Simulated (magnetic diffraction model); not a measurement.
# Magnetic neutron pattern of TbCeCu3Ge3

Space group Amm2 (no. 38), a = 4.1430 Å, b = 4.1620 Å, c = 17.2450 Å.

```
site  atom    x    y       z
  2a    Tb    0  1/2  0.1217
  2b    Ce  1/2  1/2  0.3376
  2a    Ge    0    0  0.2691
  2b    Ge  1/2    0  0.4774
  2b    Ge  1/2    0  0.0647
  2a    Cu    0    0  0.4062
  2a    Cu    0  1/2  0.4883
  2b    Cu  1/2    0  0.1999
```

This is a made-up structure (elements placed in a structure type, unrelaxed), so the numbers test the method and describe no known phase.

Only Tb and Ce are taken to order (form factors of Tb3+ and Ce3+); orders and moment sizes are assumed, and not adapted to the symmetry. Radiation: neutrons of λ = 1.594 Å, 3° to 45°; isotropic B of 0.54 Å² (Tb), 0.59 Å² (Ce), 0.69 Å² (Ge) and 0.75 Å² (Cu). Simulated constant-wavelength pattern: nuclear and magnetic terms add, the magnetic one as |2.695 fm × Σ f S⊥ exp(2πi Q·r) exp(−B s²)|², summed over all Q at one angle with the factor 1/(sin²θ cos θ). For collinear order S is the moment m, which repeats by lattice and centring translations R with the sign exp(−2πi k·R). Free-ion form factors, Sears's scattering lengths of 1992, no absorption; a label names one of the reflections at its angle. The strongest nuclear line in the range is 100, and lines under 0.2 are left out.

Assume the order k = (0 0 0), collinear moments along [111], 5.6 μB on Tb and 1.2 μB on Ce; signs + at (0, 1/2, 0.1217), + at (1/2, 1/2, 0.3376).

Predict the pattern, nuclear and magnetic parts apart.

```tsv
2θ (°)	index	nuclear	magnetic
10.61	(0 0 2)	14.2	3.3
21.31	(0 0 4)	3.8	1.5
22.18	(1 0 0)	0.2	5.8
22.72	(0 1 1)	19.8	19.4
24.65	(1 0 2)	4.0	17.9
27.35	(0 1 3)	0.2	6.3
30.95	(1 0 4)	1.6	3.8
31.96	(1 1 1)	8.8	14.8
32.20	(0 0 6)	0.8	0.4
34.93	(0 1 5)	41.0	4.3
35.49	(1 1 3)	100.0	13.1
39.45	(1 0 6)	19.6	2.2
41.77	(1 1 5)	18.3	3.2
43.40	(0 0 8)	1.5	0.2
44.16	(0 1 7)	0.2	0.7
```

The strongest magnetic line in the range is (0 1 1) at 22.72° (19.4). On top of the Lorentz factor, which all lines share, magnetic lines fade with angle because f falls: for Tb3+ it is 0.95, 0.82, 0.66 and 0.36 at sin θ/λ = 0.1, 0.2, 0.3 and 0.5 Å⁻¹, while nuclear lengths stay constant. The net moment is 6.80 μB a primitive cell.

[Logs are printed without paths, hosts, clocks, repeated set-up lines and the standing remarks that a program may print on its own settings, such as how far it seeks lower states.]
